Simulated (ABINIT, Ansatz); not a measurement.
# A GW chain in ABINIT: InF3 (R-3c)

Wanted: ground state, empty states, screening and self-energy for InF3 (R-3c).

Calculated with ABINIT 10.8.3; LDA and many-body steps on it, plane waves.

This is a report of a sequence of runs, with most program output left out.

## (1) The structure

It takes space group R-3c (No. 167, trigonal). Conventional cell: a = 5.204 Å, b = 5.204 Å, c = 14.723 Å, α = 90.00°, β = 90.00°, γ = 120.00°. In has 6 F at 2.08 Å nearest. Nearest to F lie 2 In at 2.08 Å. Farther neighbours and most contacts between anions are not listed.

The cell and positions are those that the Materials Project relaxed with its own functionals (PBE, PBE+U or r2SCAN), kept fixed.

## (2) Ground state

This step: ABINIT 10.8.3; DFT, LDA, plane waves, norm-conserving pseudopotentials.

The ground-state density comes first.

run.abi reads:

```
acell 3*1.0 Angstrom
rprim 
  2.602141182914 1.502346912402 4.907506134507
  -2.602141182914 1.502346912402 4.907506134507
  0.000000000000 -3.004693824873 4.907506134486
ntypat 2
znucl 49 9
natom 8
typat 1 1 2 2 2 2 2 2
xred 
  0.500000000000 0.500000000000 0.500000000000
  -0.000000000000 0.000000000000 0.000000000000
  0.395709220000 0.750000000000 0.104290780000
  0.750000000000 0.104290780000 0.395709220000
  0.895709220000 0.604290780000 0.250000000000
  0.250000000000 0.895709220000 0.604290780000
  0.604290780000 0.250000000000 0.895709220000
  0.104290780000 0.395709220000 0.750000000000
pp_dirpath "pseudos"
pseudos "In.upf, F.upf"
ecut 36
ngkpt 6 6 6
nshiftk 1
shiftk 0 0 0
kptopt 1
chksymbreak 0
nband 50
occopt 1
tolvrs 1e-10
nstep 60
prtwf 0
optforces 0
optstress 0
indata_prefix "in"
outdata_prefix "out"
tmpdata_prefix "tmp"
```

Run with:

```bash
> OMP_NUM_THREADS=1 mpirun -n 4 abinit run.abi > log
```

Run time: 2.9 min. Hardware: 4 MPI ranks of Arm Neoverse V2, shared host; peak memory 0.68 GiB.

Numbers from this step:

| Item | Value |
| --- | --- |
| total energy | -14867.5868 eV |
| gap | 4.010 eV |
| k of the valence top | 0.5, 0.5, 0 |
| k of the conduction bottom | 0, 0, 0 |
| least direct gap | 4.042 eV |

The gap is indirect, with the least direct gap 0.03 eV higher.

## (3) Bands along the symmetry lines

The cheap functional maps the bands first; the places of the edges decide which points the dearer methods must see.

Edit run.abi of step 2 so:

```diff
@@ -21,14 +21,45 @@
 ecut 36
-ngkpt 6 6 6
-nshiftk 1
-shiftk 0 0 0
-kptopt 1
-chksymbreak 0
-nband 50
-occopt 1
-tolvrs 1e-10
-nstep 60
+iscf -2
+irdden 1
+kptopt 0
+nkpt 31
+kpt 
+  0.00000000 0.00000000 0.00000000
+  0.12500000 0.12500000 0.12500000
+  0.25000000 0.25000000 0.25000000
+  0.37500000 0.37500000 0.37500000
+  0.50000000 0.50000000 0.50000000
+  0.56771382 0.43228618 0.50000000
+  0.63542764 0.36457236 0.50000000
+  0.70314146 0.29685854 0.50000000
+  0.77085528 0.22914472 0.50000000
+  0.50000000 -0.22914472 0.22914472
+  0.50000000 -0.17185854 0.17185854
+  0.50000000 -0.11457236 0.11457236
+  0.50000000 -0.05728618 0.05728618
+  0.50000000 0.00000000 0.00000000
+  0.37500000 0.00000000 0.00000000
+  0.25000000 0.00000000 0.00000000
+  0.12500000 0.00000000 0.00000000
+  0.00000000 0.00000000 0.00000000
+  0.09114309 -0.09114309 0.00000000
+  0.18228618 -0.18228618 0.00000000
+  0.27342927 -0.27342927 0.00000000
+  0.36457236 -0.36457236 -0.00000000
+  0.63542764 0.00000000 0.36457236
+  0.60157073 0.00000000 0.39842927
+  0.56771382 0.00000000 0.43228618
+  0.53385691 0.00000000 0.46614309
+  0.50000000 0.00000000 0.50000000
+  0.37500000 0.00000000 0.37500000
+  0.25000000 0.00000000 0.25000000
+  0.12500000 0.00000000 0.12500000
+  0.00000000 0.00000000 0.00000000
+istwfk *1
+nband 49
+nbdbuf 2
+tolwfr 1e-08
+nstep 40
 prtwf 0
-optforces 0
-optstress 0
+prtvol 0
 indata_prefix "in"
```

The job ended after 74 s (4 MPI ranks; peak memory 0.56 GiB).

Numbers from this step:

* gap: 4.010 eV
* k of the valence top: 0.5, 0, 0.5
* k of the conduction bottom: 0, 0, 0
* least direct gap: 4.042 eV

The gap is 4.010 eV, as in the run before at this level.

Electronic bands along the path, in eV, zero at the top of the highest filled band:

| point | band 39 | band 40 | band 41 | band 42 | band 43 | band 44 | band 45 | band 46 |
| --- | --- | --- | --- | --- | --- | --- | --- | --- |
| Γ | -0.18 | -0.18 | -0.03 | -0.03 | 4.01 | 9.42 | 10.43 | 11.52 |
| halfway | -0.18 | -0.18 | -0.05 | -0.05 | 4.78 | 8.22 | 11.15 | 11.80 |
| T | -0.12 | -0.12 | -0.12 | -0.12 | 6.43 | 6.43 | 11.71 | 11.71 |
| halfway | -0.21 | -0.21 | -0.14 | -0.14 | 6.78 | 6.78 | 10.67 | 10.67 |
| H2 | -0.18 | -0.18 | -0.09 | -0.09 | 7.09 | 7.09 | 10.04 | 10.04 |
| jump to H0 | -0.18 | -0.18 | -0.09 | -0.09 | 7.09 | 7.09 | 10.04 | 10.04 |
| halfway | -0.26 | -0.26 | -0.10 | -0.10 | 6.80 | 6.80 | 10.55 | 10.55 |
| L | -0.26 | -0.26 | -0.13 | -0.13 | 6.62 | 6.62 | 11.02 | 11.02 |
| halfway | -0.28 | -0.27 | -0.11 | -0.05 | 4.88 | 8.40 | 10.96 | 11.04 |
| Γ | -0.18 | -0.18 | -0.03 | -0.03 | 4.01 | 9.42 | 10.43 | 11.52 |
| halfway | -0.23 | -0.19 | -0.16 | -0.03 | 5.19 | 8.21 | 10.47 | 11.33 |
| S0 | -0.22 | -0.18 | -0.14 | -0.03 | 6.85 | 7.23 | 9.89 | 10.63 |
| jump to S2 | -0.22 | -0.18 | -0.14 | -0.03 | 6.85 | 7.23 | 9.89 | 10.63 |
| halfway | -0.21 | -0.19 | -0.16 | -0.01 | 6.62 | 7.83 | 9.71 | 10.51 |
| F | -0.25 | -0.20 | -0.15 | 0.00 | 6.54 | 8.09 | 9.60 | 10.49 |
| halfway | -0.27 | -0.16 | -0.14 | -0.09 | 5.10 | 8.53 | 10.55 | 10.74 |
| Γ | -0.18 | -0.18 | -0.03 | -0.03 | 4.01 | 9.42 | 10.43 | 11.52 |

## (4) Empty states on the mesh, 2×2×2 mesh, 106 bands

The sums over transitions need many empty states on a uniform mesh; this step solves for them.

run.abi reads:

```
acell 3*1.0 Angstrom
rprim 
  2.602141182914 1.502346912402 4.907506134507
  -2.602141182914 1.502346912402 4.907506134507
  0.000000000000 -3.004693824873 4.907506134486
ntypat 2
znucl 49 9
natom 8
typat 1 1 2 2 2 2 2 2
xred 
  0.500000000000 0.500000000000 0.500000000000
  -0.000000000000 0.000000000000 0.000000000000
  0.395709220000 0.750000000000 0.104290780000
  0.750000000000 0.104290780000 0.395709220000
  0.895709220000 0.604290780000 0.250000000000
  0.250000000000 0.895709220000 0.604290780000
  0.604290780000 0.250000000000 0.895709220000
  0.104290780000 0.395709220000 0.750000000000
pp_dirpath "pseudos"
pseudos "In.upf, F.upf"
ecut 36
ngkpt 2 2 2
nshiftk 1
shiftk 0 0 0
kptopt 1
chksymbreak 0
iscf -2
irdden 1
istwfk *1
nband 106
nbdbuf 8
tolwfr 1e-09
nstep 60
prtvol 0
indata_prefix "in"
outdata_prefix "out"
tmpdata_prefix "tmp"
```

Run time: 29 s. Hardware: 4 MPI ranks; peak memory 0.46 GiB.

This step gave:

* gap: 4.010 eV
* k of the valence top: 0.5, 0.5, 0
* k of the conduction bottom: 0, 0, 0
* least direct gap: 4.042 eV
* k points computed: 4
* lowest point of the top converged band, above the valence top: 36.69 eV

On this mesh the gap is 4.010 eV.

## (5) Screening, 2×2×2 mesh, 98 bands, screening to 98 eV

The RPA dielectric matrix is built and inverted for each q.

This step: RPA screening on LDA, plane waves, norm-conserving pseudopotentials.

Edit run.abi of step 4 so:

```diff
@@ -26,10 +26,11 @@
 chksymbreak 0
-iscf -2
-irdden 1
 istwfk *1
-nband 106
-nbdbuf 8
-tolwfr 1e-09
-nstep 60
-prtvol 0
+occopt 1
+irdwfk 1
+optdriver 3
+nband 98
+ecuteps 3.6
+inclvkb 2
+awtr 1
+symchi 1
 indata_prefix "in"
```

Wall time 27 s (4 MPI ranks); peak memory 1.6 GiB; 1.8 min of CPU time.

This step gave:

```yaml
eps_infinity_with_local_fields_on_this_mesh_along_the_program_s_q_direction: 2.402
the_same_without_local_fields: 2.487
plasma_frequency: 31.72 eV
plane_waves_in_the_screening_matrix: 265
```

Local fields lower ε∞ by 3 %. On a Γ-centred mesh this coarse the value itself is usually too large, while a short band sum pulls it down.

## (6) Self-energy, 2×2×2 mesh, 98 bands, screening to 98 eV

The self-energy is evaluated for the states that the input lists, and the levels follow from it, in one-shot runs by the linearised quasiparticle equation.

This step: G0W0 on LDA, plane waves, norm-conserving pseudopotentials.

Edit run.abi of step 5 so:

```diff
@@ -29,8 +29,17 @@
 irdwfk 1
-optdriver 3
+optdriver 4
 nband 98
+gwcalctyp 0
+ecutsigx 36
+symsigma 1
+nkptgw 2
+kptgw 
+  0.5000000000 0.5000000000 0.0000000000
+  0.0000000000 0.0000000000 0.0000000000
+bdgw 
+  41 44
+  41 44
 ecuteps 3.6
-inclvkb 2
-awtr 1
-symchi 1
+irdscr 1
+ppmodel 1
 indata_prefix "in"
```

It took 6.6 s on 4 MPI ranks; peak memory 1.3 GiB; 26 s of CPU time.

This step gave:

| Property | Result |
| --- | --- |
| G0W0 gap on the points computed | 7.866 eV |
| starting gap on the mesh | 4.010 eV |
| k of the valence top | 0.5, 0.5, 0 |
| k of the conduction bottom | 0, 0, 0 |
| Z at the valence top | 0.8 |
| Z at the conduction bottom | 0.873 |
| least direct G0W0 gap on the computed points | 7.919 eV |

The gap on the mesh goes from 4.01 eV to 7.87 eV, a correction of +3.86 eV.

Limits: finite bands, cutoff and mesh; no spin-orbit coupling; coarse k mesh. v1 is the top filled band, c1 the lowest empty one. Levels before and after the correction, in eV, zero at the valence-band top of each column:

|  | conduction bottom | valence top |
| --- | --- | --- |
| Kohn-Sham | 4.01 | 0.00 |
| G0W0 | 7.87 | 0.00 |

|  | level | energy (eV) |
| --- | --- | --- |
| Kohn-Sham | (0.5 0.5 0) v2 | -0.152 |
| Kohn-Sham | (0.5 0.5 0) v1 | 0.000 |
| Kohn-Sham | (0.5 0.5 0) c1 | 6.537 |
| Kohn-Sham | (0.5 0.5 0) c2 | 8.086 |
| Kohn-Sham | Γ v2-v1 | -0.032 |
| Kohn-Sham | Γ c1 | 4.010 |
| Kohn-Sham | Γ c2 | 9.419 |
| G0W0 | (0.5 0.5 0) v2 | -0.009 |
| G0W0 | (0.5 0.5 0) v1 | 0.000 |
| G0W0 | (0.5 0.5 0) c1 | 10.867 |
| G0W0 | (0.5 0.5 0) c2 | 12.763 |
| G0W0 | Γ v2-v1 | -0.053 |
| G0W0 | Γ c1 | 7.866 |
| G0W0 | Γ c2 | 14.376 |

## (7) Where the time went

Times are wall times on 4 MPI ranks of Arm Neoverse V2, shared host, good to a factor of about two.

| step | time | share | memory (GiB) |
| --- | --- | --- | --- |
| ground state | 2.9 min | 56 % | 0.68 |
| bands along the symmetry lines | 74 s | 24 % | 0.56 |
| empty states on the mesh | 29 s | 9 % | 0.46 |
| screening | 27 s | 9 % | 1.6 |
| self-energy | 6.6 s | 2 % | 1.3 |

## (8) Summary of results

```
LDA gap              : 4.01 eV, indirect (only 32 meV under the direct gap)
G0W0 gap on the mesh : 7.87 eV
GW settings          : 2×2×2 mesh, 98 bands, screening to 98 eV, Godby-Needs plasmon pole
known limits         : not at the basis limit; no spin-orbit coupling; coarse k mesh
```

What this shows: G0W0 moves the gap on the mesh from 4.01 eV to 7.87 eV (+3.86 eV), with Z of 0.80 and 0.87 at the edges. Local fields lower the RPA ε∞ on this mesh from 2.49 to 2.40; a Γ-centred mesh this coarse tends to raise both, most where the direct gap is narrow, while a short band sum lowers them. Only 2 of the mesh's irreducible points were corrected, so a valley elsewhere could overtake. The dearest step here is «ground state». Bands and cutoff are finite, so the gap is not at the basis limit. The miss can reach some tenths of an eV and take either sign; the mesh is an error of its own. In the G0W0 run levels were corrected at 2 k points alone, so a gap called «on the mesh» is the least over those, and an edge elsewhere would be missed. The 2×2×2 mesh is coarse for this cell, which bears on the long-range parts of exchange and screening. The many-body steps are scalar-relativistic: spin-orbit coupling is not in them.

[Paths, hosts, dates, memory and timing lines, banners, echoed tables and standing remarks are left out of the program output.]

[Logs are printed without paths, hosts, clocks, repeated set-up lines and the standing remarks that a program may print on its own settings, such as how far it seeks lower states.]

[Runs of the session that timed out or met a known fault of the program may be left out.]

[Hosts, paths, dates, database ids (printed as entryN), source tags and the programs' standing remarks are cut or masked in the printed files.]

[G0W0 gaps are taken among the corrected bands and points alone; a level outside them can change the order at an edge.]

[Where Ansatz stands beside ABINIT at settings called matched, ABINIT's density can come from a denser mesh and the files from another edition; pairs whose starting gaps differed by over 0.03 eV were left out, so agreement reads better than it is.]
